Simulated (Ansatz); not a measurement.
**What Ba3PbO (Pm-3m) distorts into**

Which phase does Ba3PbO (Pm-3m) fall into along its unstable mode, and how much energy does it gain?

Main program and level: Ansatz 0.2.0; DFT PBEsol, scalar-relativistic, plane waves, PAW; PAW set soft_1.

Most raw output is cut from this account.

**1. Set-up**

It takes space group Pm-3m (No. 221, cubic). The conventional cell has a = 5.414 Å, b = 5.414 Å, c = 5.414 Å, α = 90.00°, β = 90.00°, γ = 90.00°. Nearest to Ba lie 2 O at 2.71 Å. Nearest to Pb lie 12 Ba at 3.83 Å. Nearest to O lie 6 Ba at 2.71 Å. Farther neighbours and most contacts between anions are not listed.

**2. Phonons on a q mesh**

The cell comes from relaxations at this level that are not shown. Stability and thermal properties need the whole zone. Linear response on a 2×2×2 q mesh gives force constants as far as a supercell of that size would.

File input.yaml:

```yaml
crystal:
  lattice:
    - [5.4137135094, 0.0, 0.0]
    - [0.0, 5.4137135094, 0.0]
    - [0.0, 0.0, 5.4137135094]
  atoms:
    - { symbol: Ba, position: [0.0, 0.5, 0.5] }
    - { symbol: Ba, position: [0.5, 0.0, 0.5] }
    - { symbol: Ba, position: [0.5, 0.5, 0.0] }
    - { symbol: Pb, position: [0.0, 0.0, 0.0] }
    - { symbol: O, position: [0.5, 0.5, 0.5] }
kpoints:
  mp_grid: { grid: [8, 8, 8] }
hamiltonian:
  xc: pbesol
  pseudopotentials: { kind: paw, azcp: { folder: soft_1 }, xc_functional: pbe }
scf:
  occupations: { method: methfessel_paxton, width: 0.2 }
output:
  eigenvalues: true
phonons:
  method: dfpt
  qmesh: [2, 2, 2]
  temperatures: { t_max: 1000, t_step: 50 }
  qpath:
    path:
      - [[0.0, 0.0, 0.0], [0.0, 0.5, 0.0], [0.5, 0.5, 0.0], [0.0, 0.0, 0.0], [0.5, 0.5, 0.5], [0.0, 0.5, 0.0]]
      - [[0.5, 0.5, 0.5], [0.5, 0.5, 0.0]]
    npoints: 10
```

The run is started by

```
$ ansatz run input.yaml --threads 4 --pin off --max-ram 10240MiB --backend cpu --events-out ev --progress --plain --runs-dir out
```

Wall time 7.6 min (4 threads of Arm Neoverse V1, shared host); peak memory 2 GiB; 30 min of CPU time.

This step gave:

```
volume per atom                                         : 31.73 Å³
gap on the k-mesh                                       : 0 eV
sum-rule residual before enforcement                    : 6.87e-5 eV/Å²
lowest frequency on the path                            : -14.06 cm⁻¹
point group                                             : m-3m
highest frequency on the path or at a solved wavevector : 284.3 cm⁻¹
highest optical mode at the zone centre (no LO-TO term) : 155.2 cm⁻¹
lowest optical zone-centre mode                         : 41.36 cm⁻¹
lowest mode on the q mesh (acoustic modes at Γ apart)   : -14.06 cm⁻¹
```

Frequencies (cm⁻¹) solved at each irreducible wavevector; negative means imaginary. Frequencies by wavevector, by row:

```
q in reciprocal lattice units  star  mode 1  mode 2  mode 3  mode 4  mode 13  mode 14  mode 15
                        0 0 0     1       0       0       0    41.4    155.2    155.2    155.2
                     0 0 -0.5     3    39.4    39.4      45      45    165.7    165.7    284.3
                  0 -0.5 -0.5     3    17.5    54.7    55.5    55.5    173.1    274.1    274.1
               -0.5 -0.5 -0.5     1   -14.1   -14.1   -14.1    48.7    281.8    281.8    281.8
```

Interpolated from a 2×2×2 q mesh. The phonon branches at the labelled points (cm⁻¹):

```
    point  branch 1  branch 2  branch 3  branch 4  branch 12  branch 13  branch 14  branch 15
        Γ         0         0         0        41        107        155        155        155
  halfway        27        27        45        46        108        160        160        229
        X        39        39        45        45        106        166        166        284
  halfway        32        46        49        51        124        169        227        279
        M        18        55        56        56        134        173        274        274
  halfway        27        38        43        52        119        165        228        228
        Γ         0         0         0        41        107        155        155        155
  halfway        30        30        30        53        130        229        229        229
        R       -14       -14       -14        49        155        282        282        282
  halfway        25        32        38        52        138        230        230        279
        X        39        39        45        45        106        166        166        284
jump to R       -14       -14       -14        49        155        282        282        282
  halfway         7        31        31        52        146        234        278        278
        M        18        55        56        56        134        173        274        274
```

Symmetry leaves 4 wavevectors to solve. The lowest mode among them, the acoustic zeros apart, lies at q = (-0.5, -0.5, -0.5) and is imaginary, 14.1i cm⁻¹, so the energy falls along it.

**3. The mode frozen in, largest atomic shift 0 Å**

The mode followed lies at q = (-0.5, -0.5, -0.5) with frequency 14.1i cm⁻¹ and is 3-fold degenerate, the softest among the wavevectors solved. At small amplitude the distorted cell has space group no. 167 by a symmetry search on the positions. The undistorted cell that holds it gives the zero of energy on the same k mesh.

System of this step: Ba3PbO. It takes space group Pm-3m (No. 221, cubic). Conventional cell: a = 5.414 Å, b = 5.414 Å, c = 5.414 Å, α = 90.00°, β = 90.00°, γ = 90.00°. Nearest to Ba lie 2 O at 2.71 Å. Nearest to Pb lie 12 Ba at 3.83 Å. Nearest to O lie 6 Ba at 2.71 Å. Farther neighbours and most contacts between anions are not listed.

input.yaml, the sections that differ from step 2:

```yaml
crystal:
  lattice:
    - [5.4137135094, 5.4137135094, 0.0]
    - [5.4137135094, 0.0, 5.4137135094]
    - [5.4137135094, 0.0, -5.4137135094]
  atoms:
    - { symbol: Ba, position: [0.5, 0.0, 0.5] }
    - { symbol: Ba, position: [0.5, 0.5, 0.0] }
    - { symbol: Ba, position: [0.0, 0.0, 0.5] }
    - { symbol: Ba, position: [0.0, 0.5, 0.0] }
    - { symbol: Ba, position: [0.5, 0.5, 0.5] }
    - { symbol: Ba, position: [0.5, 0.0, 0.0] }
    - { symbol: Pb, position: [0.0, 0.5, 0.5] }
    - { symbol: Pb, position: [0.0, 0.0, 0.0] }
    - { symbol: O, position: [0.5, 0.25, 0.75] }
    - { symbol: O, position: [0.5, 0.75, 0.25] }
output:
  forces: true
  stress: true
  eigenvalues: true
# kpoints, hamiltonian, scf: as in step 2
# phonons: removed
```

The job ended after 14 s (4 threads; peak memory 1.1 GiB).

Numbers from this step:

```yaml
pressure: 0.01272 GPa
energy_from_the_undistorted_cell: 0 meV/atom
```

The run ends at a pressure of 0.01 GPa.

**4. The mode frozen in, largest atomic shift 0.14 Å**

The atoms are moved along the unstable eigenvector, the largest shift by 0.14 Å, with the cell fixed.

input.yaml, the sections that differ from step 3:

```yaml
crystal:
  lattice:
    - [5.4137135094, 5.4137135094, 0.0]
    - [5.4137135094, 0.0, 5.4137135094]
    - [5.4137135094, 0.0, -5.4137135094]
  atoms:
    - { symbol: Ba, position: [0.5182859601, -0.0182859601, 0.5] }
    - { symbol: Ba, position: [0.4817140399, 0.5182859601, 0.0] }
    - { symbol: Ba, position: [0.0, 0.0182859601, 0.5] }
    - { symbol: Ba, position: [0.0, 0.4817140399, 0.0] }
    - { symbol: Ba, position: [0.4817140399, 0.5, 0.5] }
    - { symbol: Ba, position: [0.5182859601, 0.0, 0.0] }
    - { symbol: Pb, position: [0.0, 0.5, 0.5] }
    - { symbol: Pb, position: [0.0, 0.0, 0.0] }
    - { symbol: O, position: [0.5, 0.25, 0.75] }
    - { symbol: O, position: [0.5, 0.75, 0.25] }
# kpoints, hamiltonian, scf, output: as in step 3
```

Elapsed: 31 s, on 4 threads; peak memory 1.4 GiB.

This step gave:

* pressure: 0.01344 GPa
* energy from the undistorted cell: -0.345 meV/atom

The energy, extrapolated to zero smearing, is -0.34 meV/atom against the undistorted cell.

The run ends at a pressure of 0.01 GPa, with forces up to 0.0030 eV/Å.

**5. Energy along the mode, all amplitudes (two of the runs are shown above)**

An imaginary frequency means negative curvature, so the energy should fall and then rise again as anharmonic terms take over.

This step gave:

```yaml
depth_at_the_lowest_point_sampled: 0.345 meV/atom
largest_atomic_shift_at_that_point: 0.14 Å
```

Table of energy from the parent by largest atomic shift:

```csv
largest atomic shift (Å),energy from the parent (meV/atom)
0.000,0
0.040,-0.049
0.080,-0.172
0.140,-0.345
0.220,0.064
0.320,3.56
0.450,18.9
```

Displacement at unit largest shift by atom:

```csv
atom,x (Å),y (Å),z (Å),size
Ba1,0.000,0.707,-0.707,1.000
Ba2,0.000,-0.707,0.707,1.000
Ba3,0.707,0.000,0.707,1.000
Ba4,-0.707,0.000,-0.707,1.000
Ba5,-0.707,-0.707,0.000,1.000
Ba6,0.707,0.707,0.000,1.000
Pb7,0.000,0.000,0.000,0.000
Pb8,0.000,0.000,0.000,0.000
O9,0.000,0.000,0.000,0.000
O10,0.000,0.000,0.000,0.000
```

The lowest of the steps tried is at 0.14 Å, 0.345 meV/atom below the parent; the bottom of the well need not coincide with a step.

**6. Relaxation from the frozen mode**

Starting from the lowest point found, all atoms and the cell are let go, so that strain and other modes of the same symmetry can join in.

input.yaml, as its differences from that of step 4:

```diff
@@ -27 +27,6 @@
   eigenvalues: true
+relax:
+  adjacent_minimum: "off"
+  f_tol: 0.002
+  max_steps: 120
+  cell: { stress_tol: 0.03 }
```

It took 2.6 min on 4 threads; peak memory 1.4 GiB; 10 min of CPU time.

The steps of the relaxation:

| step | energy less that of the first step (eV) | largest force component (eV/Å) | pressure (GPa) | volume (Å³) |
| --- | --- | --- | --- | --- |
| 1 | 0.0000 | 0.0021 | 0.01 | 317.33 |
| 2 | 0.0000 | 0.0022 | -0.01 | 317.50 |
| 3 | -0.0001 | 0.0019 | 0.00 | 317.46 |
| 4 | 0.0000 | 0.0010 | -0.03 | 317.68 |
| 5 | -0.0002 | 0.0002 | 0.00 | 317.46 |
| 6* | -0.0002 | 0.0002 | 0.00 | 317.46 |

Relaxation steps marked * repeat the geometry before them on a plane-wave basis chosen anew for their cell, so energy and pressure can jump there.

Forces are held to the 12 operations that the run works with; a distortion that breaks them can't arise in this run.

| conventional cell, symmetrised | before | after | change |
| --- | --- | --- | --- |
| a (Å) | 7.656 | 7.661 | +0.1 % |
| b (Å) | 7.656 | 7.661 | +0.1 % |
| c (Å) | 18.754 | 18.738 | -0.1 % |
| volume (Å³/atom) | 31.73 | 31.75 | +0.0 % |

The atoms that moved most (Å, as changes of fractional coordinates times the final cell):

```
atom      dx      dy      dz  length
 Ba6   0.014   0.014   0.000   0.020
 Ba2   0.000  -0.014   0.014   0.020
 Ba3   0.014   0.000   0.014   0.020
 Ba5  -0.014  -0.014   0.000   0.020
 Ba4  -0.014   0.000  -0.014   0.020
 Ba1   0.000   0.014  -0.014   0.020
```

This step gave:

```yaml
pressure: -7.18e-4 GPa
volume_per_atom: 31.75 Å³
```

The distorted start has space group R-3c; the relaxation ends in R-3c.

**7. The new phase in its own primitive cell**

The relaxed structure is symmetrised, reduced to its primitive cell and relaxed tightly, as its phonons need.

input.yaml, the sections that differ from step 6:

```yaml
crystal:
  lattice:
    - [3.8304250172, 2.2114969148, 6.2459815107]
    - [-3.8304250172, 2.2114969148, 6.2459815107]
    - [0.0, -4.4229938296, 6.2459815107]
  atoms:
    - { symbol: Ba, position: [0.25, 0.770861918, 0.729138082] }
    - { symbol: Ba, position: [0.75, 0.229138082, 0.270861918] }
    - { symbol: Ba, position: [0.770861918, 0.729138082, 0.25] }
    - { symbol: Ba, position: [0.229138082, 0.270861918, 0.75] }
    - { symbol: Ba, position: [0.729138082, 0.25, 0.770861918] }
    - { symbol: Ba, position: [0.270861918, 0.75, 0.229138082] }
    - { symbol: Pb, position: [0.25, 0.25, 0.25] }
    - { symbol: Pb, position: [0.75, 0.75, 0.75] }
    - { symbol: O, position: [0.5, 0.5, 0.5] }
    - { symbol: O, position: [0.0, 0.0, 0.0] }
kpoints:
  mp_grid: { grid: [6, 6, 6] }
relax:
  adjacent_minimum: "off"
  f_tol: 0.001
  max_steps: 60
  cell: { stress_tol: 0.01 }
# hamiltonian, scf, output: as in step 6
```

Wall time 30 s (4 threads); peak memory 1.1 GiB; 1.9 min of CPU time.

Little changed from the start: no atom moved by 0.005 Å and no cell edge by 0.1 %.

This step gave:

```
pressure : 0.002595 GPa
```

The largest force component left is 0.25 meV/Å and the pressure is 0.003 GPa, within the tolerances set. The cell now holds 31.75 Å³/atom.

**8. Modes of the new phase, k-mesh 6×6×6**

A relaxed structure may still be a saddle point, so its zone-centre modes are computed. No field response is asked, since the mesh shows no gap.

input.yaml, as its differences from that of step 7:

```diff
@@ -24,9 +24,4 @@
 output:
-  forces: true
-  stress: true
   eigenvalues: true
-relax:
-  adjacent_minimum: "off"
-  f_tol: 0.001
-  max_steps: 60
-  cell: { stress_tol: 0.01 }
+phonons:
+  method: dfpt
```

It took 13 min on 4 threads; peak memory 7.4 GiB.

This step gave:

- sum-rule residual before enforcement: 2.04e-5 eV/Å²
- point group: -3m
- highest optical mode at the zone centre (no LO-TO term): 279.1 cm⁻¹
- lowest optical zone-centre mode: 3.58 cm⁻¹

Patterns of degenerate modes are one choice out of their space. Modes at Γ, with each element's share of the kinetic energy:

| mode | frequency (cm⁻¹) | symmetry | Ba % | Pb % | O % |
| --- | --- | --- | --- | --- | --- |
| 1 | 0.0 | acoustic | 65 | 33 | 3 |
| 2 | 0.0 | acoustic | 65 | 33 | 3 |
| 3 | 0.0 | acoustic | 65 | 33 | 3 |
| 4 | 3.6 | Eg | 100 | 0 | 0 |
| 5 | 3.6 | Eg | 100 | 0 | 0 |
| 6 | 21.0 | A1g | 100 | 0 | 0 |
| 7 | 42.6 | Eu | 99 | 1 | 0 |
| 8 | 42.6 | Eu | 99 | 1 | 0 |
| 9 | 49.2 | A1u | 100 | 0 | 0 |
| 10 | 50.0 | A2g | 1 | 99 | 0 |
| 11 | 52.4 | Eg | 38 | 62 | 0 |
| 12 | 52.4 | Eg | 38 | 62 | 0 |
| 13 | 53.2 | Eg | 64 | 36 | 0 |
| 14 | 53.2 | Eg | 64 | 36 | 0 |
| 15 | 53.6 | A2u | 33 | 67 | 0 |
| 16 | 57.2 | Eu | 34 | 66 | 0 |
| 17 | 57.2 | Eu | 34 | 66 | 0 |
| 18 | 96.7 | A2g | 99 | 1 | 0 |
| 19 | 99.1 | Eg | 98 | 2 | 0 |
| 20 | 99.1 | Eg | 98 | 2 | 0 |
| 21 | 105.3 | A2u | 98 | 0 | 2 |
| 22 | 106.8 | Eu | 97 | 0 | 2 |
| 23 | 106.8 | Eu | 97 | 0 | 2 |
| 24 | 153.5 | A2g | 100 | 0 | 0 |
| 25 | 153.9 | not assigned | 5 | 0 | 95 |
| 26 | 153.9 | not assigned | 5 | 0 | 95 |
| 27 | 153.9 | not assigned | 5 | 0 | 95 |
| 28 | 278.5 | A1u | 0 | 0 | 100 |
| 29 | 279.1 | Eu | 0 | 0 | 100 |
| 30 | 279.1 | Eu | 0 | 0 | 100 |

Displacements in mode 6 (21.0 cm⁻¹), the largest set to 1:
```
Ba1 -0.50  0.87  0.00
Ba2  0.50 -0.87  0.00
Ba3  1.00  0.00  0.00
Ba4 -1.00  0.00  0.00
Ba5 -0.50 -0.87  0.00
Ba6  0.50  0.87  0.00
Pb7  0.00  0.00  0.00
Pb8  0.00  0.00  0.00
O9   0.00  0.00  0.00
O10  0.00  0.00  0.00
```

Displacements in mode 10 (50.0 cm⁻¹), the largest set to 1:
```
Ba1 -0.03 -0.02 -0.05
Ba2  0.03  0.02  0.05
Ba3  0.00  0.03 -0.05
Ba4  0.00 -0.03  0.05
Ba5  0.03 -0.02 -0.05
Ba6 -0.03  0.02  0.05
Pb7  0.00  0.00  1.00
Pb8  0.00  0.00 -1.00
O9   0.00  0.00  0.00
O10  0.00  0.00  0.00
```

Before it was imposed, the acoustic sum rule was missed by 2.0e-5 eV/Å². Small misses are needed for a sound result but don't prove that mesh and cutoff are converged. The lowest optical mode is real, 3.6 cm⁻¹.

**9. Results**

| Quantity | Value |
| --- | --- |
| unstable mode of the parent | q = (-0.5, -0.5, -0.5), 14i cm⁻¹ |
| depth at the lowest point sampled | 0.345 meV/atom |
| largest atomic shift at that point | 0.14 Å |
| space group reached (within 0.01 Å) | R-3c |
| energy gained over the parent (first relaxation, on the mesh of the frozen mode) | 0.356 meV/atom |
| volume per atom, phase reached | 31.7 Å³ |
| lowest optical zone-centre mode, phase reached | 3.6 cm⁻¹ |
| highest optical mode at the zone centre (no LO-TO term), phase reached | 279 cm⁻¹ |

**Reading.** Along this mode the structure falls into R-3c, 0.356 meV/atom below the parent. At the parent's cell the well is 0.345 meV/atom deep on the steps tried, with its lowest point at a shift of 0.14 Å. Relaxing atoms and cell changes the gain by +0.01 meV/atom against the lowest step (energies at zero smearing). The new phase has no imaginary mode at the zone centre of its cell; other wavevectors were not checked. How so shallow a well moves with the k mesh was not tested. Each path keeps the symmetry of its pattern, so a lower phase may lie along a pattern not tried. With no gap, or one that is small against the smearing, the frequencies hang on the k mesh and the smearing, most of all near Kohn anomalies. An optical mode within 15 cm⁻¹ of zero is at the mercy of small errors in the force constants, and even its sign is uncertain. Spin-orbit coupling is left out, which can matter for the heavy elements here. The PAW files were made for PBE and serve the other functionals too. A phonon run warned that its eigensolver left some bands unconverged in a pass.

[Logs are printed without paths, hosts, clocks, repeated set-up lines and the standing remarks that a program may print on its own settings, such as how far it seeks lower states.]

[Hosts, paths, dates, database ids (printed as entryN), source tags and the programs' standing remarks are cut or masked in the printed files.]
